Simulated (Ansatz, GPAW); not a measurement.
# A 7-layer slab of K(110): work function by functional and basis, part 3 of 3

Aim: the work function of both faces of a 7-layer slab of K(110), and its spread over functionals and bases.

GPAW 26.7.0 and Ansatz 0.2.0; Ansatz plane waves; slab in vacuum with a dipole correction, relaxation (the session's first sound run).

So far, upper work function (eV): step 2 (relaxing the atoms, PBE) 2.39; step 7 (self-consistent run: xc = "vdW-DF2", GPAW, PAW setups, GPAW) 2.66; step 8 (self-consistent run: xc = "revPBE") 2.31; step 9 (real-space grid: mode = "fd", PBE, GPAW) 2.37; step 10 (atomic orbitals: mode = "lcao", PBE, GPAW) 2.39.

## 12. A second plane-wave code

A second program with its own datasets checks the number independently.

This step: Ansatz plane waves; slab in vacuum with a dipole correction (Ansatz 0.2.0).

Input file input.yaml:

```yaml
crystal:
  lattice:
    - [3.6981684656, -2.615, 0.0]
    - [3.6981684656, 2.615, 0.0]
    - [0.0, 0.0, 36.1890107936]
  atoms:
    - { symbol: K, position: [0.0, 0.0, 0.1934288848] }
    - { symbol: K, position: [0.5, 0.5, 0.2956192565] }
    - { symbol: K, position: [0.0, 0.0, 0.3978096283] }
    - { symbol: K, position: [0.5, 0.5, 0.5] }
    - { symbol: K, position: [0.0, 0.0, 0.6021903717] }
    - { symbol: K, position: [0.5, 0.5, 0.7043807435] }
    - { symbol: K, position: [0.0, 0.0, 0.8065711152] }
kpoints:
  mp_grid: { grid: [8, 8, 1] }
hamiltonian:
  xc: pbe
scf:
  occupations: { method: fermi_dirac, width: 0.1 }
efield:
  axis: 3
  dipole_correction: true
  ramp_width: 0.05
output:
  forces: true
  write_potential: true
  write_density: true
  volumetric_format: npy
```

Started as:

```sh
ansatz run input.yaml --threads 4 --pin off --max-ram 8192MiB --backend cpu --events-out ev --progress --plain --runs-dir out
```

Wall time 6.7 s (4 threads of AMD EPYC 9R45 (Zen 5), shared host); peak memory 1.2 GiB.

This step gave:

```yaml
upper_work_function: 2.388 eV
lower_work_function: 2.388 eV
dipole_along_the_normal: -1.53e-6 e·Å
dipole_field: -3.95e-7 V/Å
```

The electrostatic potential energy of an electron (with the applied field's), less the Fermi level, planar mean by z:

```
z (Å)  electrostatic potential energy of an electron (with the applied field's), less the Fermi level, planar mean (eV)
    0                                                                                                              2.39
    1                                                                                                              2.39
    2                                                                                                              2.39
    3                                                                                                              2.37
    4                                                                                                              2.27
    5                                                                                                              1.85
    6                                                                                                             0.188
    7                                                                                                             -4.90
    8                                                                                                             0.550
    9                                                                                                              1.77
   10                                                                                                             -1.17
   11                                                                                                             -3.96
   12                                                                                                              1.32
   13                                                                                                              1.47
   14                                                                                                             -3.42
   15                                                                                                             -1.86
   16                                                                                                              1.71
   17                                                                                                             0.835
   18                                                                                                             -4.70
   19                                                                                                             0.107
   20                                                                                                              1.80
   21                                                                                                            -0.477
   22                                                                                                             -4.37
   23                                                                                                              1.12
   24                                                                                                              1.61
   25                                                                                                             -2.74
   26                                                                                                             -2.61
   27                                                                                                              1.62
   28                                                                                                              1.13
   29                                                                                                             -4.50
   30                                                                                                            -0.704
   31                                                                                                              1.69
   32                                                                                                              2.23
   33                                                                                                              2.36
   34                                                                                                              2.38
   35                                                                                                              2.39
   36                                                                                                              2.39
```

The valence density, planar mean oscillates, so the rows of the table below give means over windows of 3.72 Å about each position, cut where the curve ends. Its maxima inside the range that stand out by 2 % of the span (Å: e/Å³): 7.0: 0.372, 10.7: 0.370, 14.4: 0.369, 18.2: 0.367, 21.7: 0.369, 25.5: 0.370, 29.2: 0.372. Its minima: 8.9: 0.0171, 12.5: 0.0170, 16.2: 0.0170, 20.0: 0.0170, 23.7: 0.0170, 27.3: 0.0171.

Table of valence density, planar mean by z; means over each step:

```
z (Å)  valence density, planar mean (e/Å³)
 1.86                               1.8e-4
 5.58                                0.101
 9.30                                0.127
13.02                                0.126
16.74                                0.126
20.46                                0.126
24.18                                0.126
27.90                                0.127
31.62                               0.0164
35.34                               5.2e-5
```

The upper face's work function is 2.388 eV, against 2.386 eV in the first plane-wave PBE run at this geometry.

## 13. Side by side

Results and costs are gathered.

This step: comparison of work functions, dipole and cost (GPAW 26.7.0).

Ladder, by row:

```
      step    code  work function, upper (eV)  work function, lower (eV)  dipole (e Å)  wall time (s)  peak memory (GiB)  threads
        pw    GPAW                      2.386                      2.387       6.01e-5          175.2               0.54        1
optPBE-vdW    GPAW                          -                          -       6.00e-5          226.6               0.91        1
      RPBE    GPAW                      2.312                      2.312       6.01e-5          167.3               0.54        1
       LDA    GPAW                      2.513                      2.514       6.04e-5          165.4               0.54        1
   vdW-DF2    GPAW                      2.659                      2.659       6.00e-5            283               0.92        1
    revPBE    GPAW                      2.306                      2.306       6.01e-5            174               0.54        1
        fd    GPAW                      2.375                      2.375       3.65e-5           1221                2.8        1
      lcao    GPAW                      2.394                      2.394       3.64e-5           1112               0.74        1
    ansatz  Ansatz                      2.388                      2.388      -1.53e-6           6.67              1.214        4
```

## 14. What came out

```yaml
work_function_both_faces: 2.39 eV
dipole_along_the_normal: 6.0e-5 e Å, near the numerical noise
```

**Reading.** With plane waves and PBE the work function is 2.39 eV on the upper face and 2.39 eV on the lower. The measured value for polycrystalline K, which weights the faces of low work function, is 2.29 eV (as compiled in "Anisotropic work function of elemental crystals", 2019, arxiv:1902.07811); the relaxed upper face lies 0.096 eV over it with PBE, and revPBE comes nearest (2.31 eV). Measured work functions scatter by a tenth of an eV or more between methods. Over the sound runs of the table the upper face's work function spans 2.306 (revPBE) to 2.659 eV (vdW-DF2). The two plane-wave codes differ by 0.0017 eV on the upper face. The in-plane lattice was kept as typed, which isn't the functional's own and leaves some strain; spin-orbit coupling and temperature are left out.

[Logs are printed without paths, hosts, clocks, repeated set-up lines and the standing remarks that a program may print on its own settings, such as how far it seeks lower states.]

[Hosts, paths, dates, database ids (printed as entryN), source tags and the programs' standing remarks are cut or masked in the printed files.]
